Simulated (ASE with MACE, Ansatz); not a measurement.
# Binding curve of Cu(111) on TaN(111), film 8.4 Å thick, N-terminated TaN (119 atoms)

The cell holds 119 atoms: 27 Ta, 27 N and 65 Cu. Its edges and angles: a = 9.376 Å, b = 9.376 Å, c = 30.474 Å, α = 90.0°, β = 90.0°, γ = 120.0°. It derives from TaN and Cu (TaN). The starting structure: Cu(111) slab, 5 repeats (8.4 Å between outer planes), strained in the plane by up to 1.2 % to a cell of 76 Å^2 of TaN(111) (3 repeats), N-terminated TaN; 14 Å of vacuum, lowest layers held; starting gap 1.7 Å. Of 3 lateral registries the lowest after a short relaxation was kept. Relaxed with the MACE-MP-0b2 potential. Lattice constants are starting values near those of PBE. Regions: TaN, 54 atoms (27 Ta and 27 N); Cu, 65 atoms (65 Cu). Vacuum lies along c.

Calculated with Ansatz 0.2.0: Kohn-Sham DFT, PBE, PAW (set soft_2), plane waves; cutoff 420 eV, k-mesh 2×2×1, fermi-dirac smearing of 0.1 eV. The upper part (Cu) is moved rigidly along the normal by z from its relaxed place. Energies are the whole cell less its two frozen parts, over the face of 76.14 Å².

```
shift z (Å)  interaction energy (meV/Å²)
       -0.4                        20.65
       -0.2                       -59.81
       +0.0                       -75.76
       +0.3                       -61.85
       +0.6                            ?
       +1.0                       -23.73
       +1.6                       -10.50
       +2.4                       -4.788
       +3.5                       -2.513
```

**Question.** Fit the universal binding curve to the rows given and interpolate to the withheld row.

**Working.**

The universal binding curve is E(z) = −D (1 + z/l) exp(−z/l), whose curvature at z = 0 is D/l². The depth is D = 75.76 meV/Å². A parabola through the rows at −0.2, 0 and +0.3 Å has the curvature 2 {[E(0.3) − E(0)]/0.3 + [E(−0.2) − E(0)]/0.2} / 0.5 = 504.6 meV/Å⁴, so l = √(D / curvature) = 0.387 Å. At z = 0.6 Å, z/l = 1.548.

Prediction at +0.6: -41.05 meV/Å². The run gave -42.15 meV/Å², so the fit is high by 1.1 meV/Å² (2.6 % of the value).

The curve's steepest slope, D/(e l) at z = l, is 11.5 GPa, an estimate of the stress that rigid separation needs. Among the rows given, the largest miss of the fit is at -0.4, by 14 meV/Å² (14 % of the range of the table).

Limits: The parts are rigid, and they also feel their periodic images through the vacuum. The functional has no dispersion term. The mesh is coarse for these cells.

[Long decimals in the printed logs are rounded to 6 places.]

[Logs are printed without paths, hosts, clocks, repeated set-up lines and the standing remarks that a program may print on its own settings, such as how far it seeks lower states.]

[Hosts, paths, dates, database ids (printed as entryN), source tags and the programs' standing remarks are cut or masked in the printed files.]
